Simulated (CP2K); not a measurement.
The C K edge of 3-vinylpyridine was computed by TDDFT (CP2K XAS_TDP, aug-cc-pVDZ, TDA) at these levels: PBE0, PBEh(45%) and PBEh(45%) + GW2X. The first three lines of C1 (bonded to C and 2 H) with a strength over 0.0015, energy in eV and strength:

```tsv
run	first	second	third
1	280.57 (0.047)	284.19 (0.006)	284.58 (0.017)
2	286.50 (0.046)	290.12 (0.005)	290.51 (0.016)
3	274.92 (0.034)	277.64 (0.003)	277.98 (0.006)
```

Q: Which run is which?

Run 1: PBEh(45%) (45 % exact exchange). Run 2: PBEh(45%) + GW2X (45 % exact exchange). Run 3: PBE0 (25 % exact exchange). Self-interaction lifts the core level, so the uncorrected lines rise with the share of exact exchange. The GW2X run keeps the spacings of its parent: 3.62 eV between the first two lines in run 2, 3.62 eV in run 1. Its shift is +5.93 eV, since the Kohn–Sham level at this share of exchange lies that far above the quasiparticle level.

[Banner, clock and machine lines of the logs are left out without a mark of their own.]

[Logs are printed without paths, hosts, clocks, repeated set-up lines and the standing remarks that a program may print on its own settings, such as how far it seeks lower states.]

[Hosts, paths, dates, database ids (printed as entryN), source tags and the programs' standing remarks are cut or masked in the printed files.]
